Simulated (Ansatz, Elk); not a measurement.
**Bonding as seen by X-rays: Mg2MnCdN**

The structure of Mg2MnCdN used here is made up (a known structure type with other elements) and was relaxed beforehand with PBE. The aim is the Fourier transform of its all-electron density, F(hkl), set beside the sum over free spherical atoms that refinements use.

Method: DFT, PBE, all-electron APW+lo, Dirac cores, scalar-relativistic bands, static density, ferromagnetic start, in Elk 11.2.3 (patched build).

The structure was built from a prototype and need not be the compound's stable phase.

### 1. Set-up

It takes space group P4/mmm (No. 123, tetragonal). The conventional cell has a = 4.166 Å, b = 4.166 Å, c = 4.924 Å, α = 90.00°, β = 90.00°, γ = 90.00°. Cd has 2 N at 2.46 Å nearest. Mn has 4 Cd at 2.95 Å nearest. Nearest to Mg lie 2 N at 2.08 Å. N has 4 Mg at 2.08 Å and 2 Cd at 2.46 Å nearest. Farther neighbours and most contacts between anions are not listed.

### 2. Ground state and structure factors

An all-electron density is needed, since X-rays see the cores too. Task 0 finds the density and task 195 Fourier-transforms it; tshift is off so that phases refer to the origin typed.

The input, elk.in:

```
tasks
  0
  195
  196

xctype
  20

spinpol
  .true.

rgkmax
  7.0

gmaxvr
  14.0

lmaxo
  7

lmaxapw
  8

swidth
  0.002

tshift
  .false.

ramdisk
  .false.

hmaxvr
  5.5

maxscl
  120

epspot
  1e-06

reducebf
  0.8

sppath
  './'

avec
  7.87204411262 -0.00000000000 0.00000000000
  -0.00000000000 7.87204411262 -0.00000000000
  0.00000000000 -0.00000000000 9.30549158199

atoms
  4
  'Cd.in'
  1
  0.5000000000 0.5000000000 0.0000000000   0.000000 0.000000 0.000000
  'Mn.in'
  1
  0.0000000000 0.0000000000 0.0000000000   0.000000 0.000000 -0.200000
  'Mg.in'
  2
  -0.0000000000 0.5000000000 0.5000000000   0.000000 0.000000 0.000000
  0.5000000000 0.0000000000 0.5000000000   0.000000 0.000000 0.000000
  'N.in'
  1
  0.5000000000 0.5000000000 0.5000000000   0.000000 0.000000 0.000000

ngridk
  5 5 4
```

Launch:

```bash
$ OMP_NUM_THREADS=4 elk
```

Numbers of over 12 decimals in the logs are rounded to 6 here.

The program printed:

```text
┌─────────────────────────┐
│ Elk code version 11.2.3 │
└─────────────────────────┘

All units are atomic (Hartree, Bohr, etc.)

┌─────────────────────────────────────────────────┐
│ Ground-state run starting from atomic densities │
└─────────────────────────────────────────────────┘

Lattice vectors :
   7.872044113      -0.000000000       0.000000000
  -0.000000000       7.872044113      -0.000000000
   0.000000000      -0.000000000       9.305491582

Reciprocal lattice vectors :
  0.7981643925       0.000000000       0.000000000
   0.000000000      0.7981643925       0.000000000
   0.000000000       0.000000000      0.6752126152

Unit cell volume      :    576.6527384
Brillouin zone volume :   0.4301552683

Muffin-tin inner radius fraction :   0.1000000000E-01

Nuclei treated as point charges

Species : 1 (Cd)
 parameters loaded from : Cd.in
 name : cadmium
 nuclear charge    :   -48.00000000
 electronic charge :    48.00000000
 atomic mass :    204912.7176
 muffin-tin radius :    2.600000000
 number of radial points in muffin-tin :   1193
 inner part over the whole radius :   0.9972693929E-02
 number on inner part of muffin-tin    :    850
 approximate nuclear radius :   0.8708852602E-04
 number of mesh points to nuclear radius :    426
 atomic positions (lattice), magnetic fields (Cartesian) :
  1 :   0.50000000  0.50000000  0.00000000    0.00000000  0.00000000  0.00000000

Species : 2 (Mn)
 parameters loaded from : Mn.in
 name : manganese
 nuclear charge    :   -25.00000000
 electronic charge :    25.00000000
 atomic mass :    100145.9370
 muffin-tin radius :    2.400000000
 number of radial points in muffin-tin :    993
 inner part over the whole radius :   0.9953723401E-02
 number on inner part of muffin-tin    :    700
 approximate nuclear radius :   0.7074591925E-04
 number of mesh points to nuclear radius :    330
 atomic positions (lattice), magnetic fields (Cartesian) :
  1 :   0.00000000  0.00000000  0.00000000    0.00000000  0.00000000 -0.20000000

Species : 3 (Mg)
 parameters loaded from : Mg.in
 name : magnesium
 nuclear charge    :   -12.00000000
 electronic charge :    12.00000000
 atomic mass :    44305.30466
 muffin-tin radius :    2.137312131
 number of radial points in muffin-tin :    793
 inner part over the whole radius :   0.9839660063E-02
 number on inner part of muffin-tin    :    551
 approximate nuclear radius :   0.5710277704E-04
 number of mesh points to nuclear radius :    242
 atomic positions (lattice), magnetic fields (Cartesian) :
  1 :   0.00000000  0.50000000  0.50000000    0.00000000  0.00000000  0.00000000
  2 :   0.50000000  0.00000000  0.50000000    0.00000000  0.00000000  0.00000000

Species : 4 (N)
 parameters loaded from : N.in
 name : nitrogen
 nuclear charge    :   -7.000000000
 electronic charge :    7.000000000
 atomic mass :    25532.65216
 muffin-tin radius :    1.748709925
 number of radial points in muffin-tin :    593
 inner part over the whole radius :   0.9765066608E-02
 number on inner part of muffin-tin    :    406
 approximate nuclear radius :   0.4939692610E-04
 number of mesh points to nuclear radius :    170
 atomic positions (lattice), magnetic fields (Cartesian) :
  1 :   0.50000000  0.50000000  0.50000000    0.00000000  0.00000000  0.00000000

Total number of atoms per unit cell :    5
Total muffin-tin volume :    235.7218889
 ratio of muffin-tin to unit cell volume :   0.4087761544

Spin treatment :
 spin-polarised
 global magnetic field (Cartesian) :    0.000000000       0.000000000       0.000000000
 collinear magnetisation in z-direction

Number of Bravais lattice symmetries :   16
Number of crystal symmetries         :   16
Crystal has inversion symmetry
Real symmetric eigensolver will be used

k-point grid :      5     5     4
k-point offset :    0.000000000       0.000000000       0.000000000
k-point set is reduced with full crystal symmetry group
Total number of k-points :       18

Muffin-tin radius times maximum |G+k| :    7.000000000
 using average radius
[...]
[... loops 3 to 22 left out ...]

┌──────────────────┐
│ Loop number : 23 │
└──────────────────┘

Energies :
 Fermi                       :     0.189483
 sum of occupied eigenvalues :     -4274.4075981839
 electron kinetic            :      7495.9769373889
 core electron kinetic       :      7049.9565724532
 Coulomb                     :     -14459.145564132
 Coulomb potential           :     -11449.237499026
 nuclear-nuclear             :     -792.37038183197
 electron-nuclear            :     -15903.086361341
 Hartree                     :      2236.3111790412
 Madelung                    :     -8734.5268146191
 xc potential                :     -320.86186520518
 xc effective B-field        :    -0.285151
 external B-field            :      0.000000
 exchange                    :     -242.06729263511
 correlation                 :     -4.831918
 electron entropic           :    -0.93138190648941E-03
 total energy                :     -7210.0687688301
 (external B-field energy excluded from total)

Density of states at Fermi energy :    72.26109655
 (states/Hartree/unit cell)

Estimated indirect band gap :   0.8795393835E-03
 from k-point 15 to k-point 6
Estimated direct band gap   :   0.2589379122E-02
 at k-point 6

Charges :
 core                        :    46.00000000
 valence                     :    58.00000000
 interstitial                :    6.493287890
 muffin-tins (core leakage)
  species : 1 (Cd)
[...]
species : 2 (Mn)
[...]
species : 3 (Mg)
[...]
species : 4 (N)
[...]
total in muffin-tins        :    97.50671211
 total calculated charge     :    103.9988929
 total charge                :    104.0000000
 error                       :   0.1107139736E-02

Moments :
 interstitial                :   0.3189974985E-01
 muffin-tins
  species : 1 (Cd)
[...]
species : 2 (Mn)
[...]
species : 3 (Mg)
[...]
species : 4 (N)
[...]
total in muffin-tins        :    3.854727955
 total moment                :    3.886627704

RMS change in Kohn-Sham potential (target) :   0.9829429135E-06 (  0.1000000000E-05)
Absolute change in total energy (target)   :   0.1659136615E-06 (  0.1000000000E-03)

Convergence targets achieved

┌──────────────────┐
│ Loop number : 24 │
└──────────────────┘

Energies :
 Fermi                       :     0.189482
 sum of occupied eigenvalues :     -4274.4075833159
 electron kinetic            :      7495.9769141939
 core electron kinetic       :      7049.9565680904
 Coulomb                     :     -14459.145558683
 Coulomb potential           :     -11449.237481119
 nuclear-nuclear             :     -792.37038183197
 electron-nuclear            :     -15903.086369950
 Hartree                     :      2236.3111930987
 Madelung                    :     -8734.5268181239
 xc potential                :     -320.86186089645
 xc effective B-field        :    -0.285147
 external B-field            :      0.000000
 exchange                    :     -242.06729055352
 correlation                 :     -4.831918
 electron entropic           :    -0.93137976899516E-03
 total energy                :     -7210.0687847342
 (external B-field energy excluded from total)

Density of states at Fermi energy :    72.26109345
 (states/Hartree/unit cell)

Estimated indirect band gap :   0.8800032658E-03
 from k-point 15 to k-point 6
Estimated direct band gap   :   0.2590097478E-02
 at k-point 6

Charges :
 core                        :    46.00000000
 valence                     :    58.00000000
 interstitial                :    6.493286472
 muffin-tins (core leakage)
  species : 1 (Cd)
[...]
species : 2 (Mn)
[...]
species : 3 (Mg)
   atom 1                    :    10.49727210     ( -0.9753470387E-07)
   atom 2                    :    10.49727210     ( -0.9753470387E-07)
  species : 4 (N)
   atom 1                    :    6.306249569     (  0.6012458997E-07)
 total in muffin-tins        :    97.50671353
 total calculated charge     :    103.9988929
 total charge                :    104.0000000
 error                       :   0.1107139168E-02

Moments :
 interstitial                :   0.3190027419E-01
 muffin-tins
  species : 1 (Cd)
[...]
species : 2 (Mn)
[...]
species : 3 (Mg)
   atom 1                    :  -0.2021182471E-01
   atom 2                    :  -0.2021182471E-01
  species : 4 (N)
   atom 1                    :   0.3907188973E-01
 total in muffin-tins        :    3.854703803
 total moment                :    3.886604077

┌──────────────────────────────┐
│ Self-consistent loop stopped │
└──────────────────────────────┘

Warning : core states of species 1 leak from the muffin-tin :   0.2417234617E-03

Wrote STATE.OUT
```

Run time: 2.8 min. Hardware: 4 threads of Arm Neoverse V2, shared host; peak memory 0.46 GiB.

SFACRHO.OUT:

```text

h k l indices transformed by vhmat matrix:
   1.000000000       0.000000000       0.000000000    
   0.000000000       1.000000000       0.000000000    
   0.000000000       0.000000000       1.000000000    

      h      k      l  multipl.   |H|            Re(F)            Im(F)           |F|

      0      0      0      1   0.0000000       104.00000     -0.74895677E-17   104.00000    
      0      0      1      2  0.67521262       40.039916     -0.74696223E-14   40.039916    
      0      1      0      4  0.79816439      -27.819805     -0.18273886E-13   27.819805    
      0      1      1      8   1.0454561      -15.225322     -0.74212956E-14   15.225322    
      1     -1      0      4   1.1287749       47.803468     -0.96584090E-14   47.803468    
      1     -1      1      8   1.3153117       70.478020     -0.42844210E-14   70.478020    
      0      0      2      2   1.3504252       79.836566      0.13393115E-13   79.836566    
      0      1     -2      8   1.5686665      -23.202137     -0.18509929E-13   23.202137    
     -2      0      0      4   1.5963288       74.490590     -0.31061804E-13   74.490590    
      2      0      1      8   1.7332564       32.734136      0.43706341E-14   32.734136    
     -1     -1      2      8   1.7600514       39.904731     -0.21950469E-13   39.904731    
      1      2      0      8   1.7847498      -21.650533     -0.51414435E-13   21.650533    
     -1      2     -1     16   1.9082044      -14.434345     -0.17624073E-13   14.434345    
      0      0     -3      2   2.0256378       30.530585     -0.59486645E-14   30.530585    
     -2      0      2      8   2.0909122       65.424894     -0.20091411E-13   65.424894    
      0      1      3      8   2.1772173      -13.768418      0.53493368E-14   13.768418    
      2      1      2     16   2.2380751      -19.508024     -0.48622621E-13   19.508024    
     -2     -2      0      4   2.2575498       62.541707     -0.52936657E-13   62.541707
```

Elk indexes on the primitive cell of elk.in and gives |H| = 4π sin θ/λ in inverse bohr. Below, one row stands for each form hkl of the conventional cell (m members, Friedel mates merged), F is for one primitive cell and the density is static (no thermal factor). Free-atom factors are Waasmaier and Kirfel's, and R is Σm||F|−|F'||/Σm|F|.

```tsv
hkl	m	sin θ/λ (Å⁻¹)	abs F, DFT	neutral atoms	diff.
001	2	0.102	40.040	40.228	-0.188
100	4	0.120	27.820	27.696	+0.124
101	8	0.157	15.225	15.728	-0.502
110	4	0.170	47.803	47.495	+0.308
111	8	0.198	70.478	71.094	-0.616
002	2	0.203	79.837	79.559	+0.277
102	8	0.236	23.202	23.008	+0.194
200	4	0.240	74.491	74.631	-0.140
201	8	0.261	32.734	32.863	-0.129
112	8	0.265	39.905	39.923	-0.018
210	8	0.268	21.651	21.771	-0.120
211	16	0.287	14.434	14.384	+0.050
003	2	0.305	30.531	30.726	-0.195
202	8	0.314	65.425	65.464	-0.039
103	8	0.327	13.768	13.900	-0.132
212	16	0.337	19.508	19.521	-0.013
220	4	0.340	62.542	62.618	-0.076
113	8	0.349	56.041	56.079	-0.039
221	8	0.354	28.635	28.511	+0.124
300	4	0.360	18.762	18.852	-0.090
301	8	0.374	13.433	13.345	+0.088
310	8	0.380	32.511	32.548	-0.037
```

### 3. The magnetisation density

The same run holds the spin density, and task 196 transforms it. The order is that of the start, and no other was tried.

SFACMAG_1.OUT:

```text

h k l indices transformed by vhmat matrix:
   1.000000000       0.000000000       0.000000000    
   0.000000000       1.000000000       0.000000000    
   0.000000000       0.000000000       1.000000000    

      h      k      l  multipl.   |H|            Re(F)            Im(F)           |F|

      0      0      0      1   0.0000000       3.8866043     -0.66358572E-19   3.8866043    
      0      0      1      2  0.67521262       3.6070996      0.20899953E-16   3.6070996    
      0      1      0      4  0.79816439       3.3878704     -0.26954343E-16   3.3878704    
      0      1      1      8   1.0454561       3.1542471      0.15952951E-16   3.1542471    
      1     -1      0      4   1.1287749       2.9552508     -0.25521577E-16   2.9552508    
      1     -1      1      8   1.3153117       2.6074039     -0.18362565E-16   2.6074039    
      0      0      2      2   1.3504252       2.4252074     -0.42592349E-16   2.4252074    
      0      1     -2      8   1.5686665       2.0746859     -0.24863011E-16   2.0746859    
     -2      0      0      4   1.5963288       2.0980912     -0.28829243E-16   2.0980912    
      2      0      1      8   1.7332564       1.8820201     -0.25321067E-16   1.8820201    
     -1     -1      2      8   1.7600514       1.8838649      0.85936540E-17   1.8838649    
      1      2      0      8   1.7847498       1.7479300     -0.66983683E-16   1.7479300    
     -1      2     -1     16   1.9082044       1.6567004     -0.96105694E-17   1.6567004    
      0      0     -3      2   2.0256378       1.4853672     -0.51012340E-16   1.4853672    
     -2      0      2      8   2.0909122       1.4704000     -0.23665112E-16   1.4704000    
      0      1      3      8   2.1772173       1.3001317     -0.59235020E-17   1.3001317
```

The total moment is 3.89 μB a cell; sphere moments: Cd1 -0.06, Mn2 +3.91, Mg3 -0.02, Mg4 -0.02, N5 +0.04 μB. Polarised neutrons measure spin and orbital magnetisation together; without spin-orbit coupling the run gives the spin part. With nearly all of the moment on one atom, abs F_M/F_M(0) is close to a form factor, set here beside ⟨j0⟩ of the free Mn2+ ion, taken for comparison since the valence isn't defined:

```tsv
hkl	sin θ/λ (Å⁻¹)	abs F_M (μB)	F_M/F_M(0)	⟨j0⟩
001	0.102	3.607	0.928	0.893
100	0.120	3.388	0.872	0.855
101	0.157	3.154	0.812	0.768
110	0.170	2.955	0.760	0.736
111	0.198	2.607	0.671	0.664
002	0.203	2.425	0.624	0.650
102	0.236	2.075	0.534	0.566
200	0.240	2.098	0.540	0.556
201	0.261	1.882	0.484	0.505
112	0.265	1.884	0.485	0.495
210	0.268	1.748	0.450	0.487
211	0.287	1.657	0.426	0.444
003	0.305	1.485	0.382	0.405
202	0.314	1.470	0.378	0.385
```

(Continued in part 2 of 2.)

[Logs are printed without paths, hosts, clocks, repeated set-up lines and the standing remarks that a program may print on its own settings, such as how far it seeks lower states.]

[Hosts, paths, dates, database ids (printed as entryN), source tags and the programs' standing remarks are cut or masked in the printed files.]
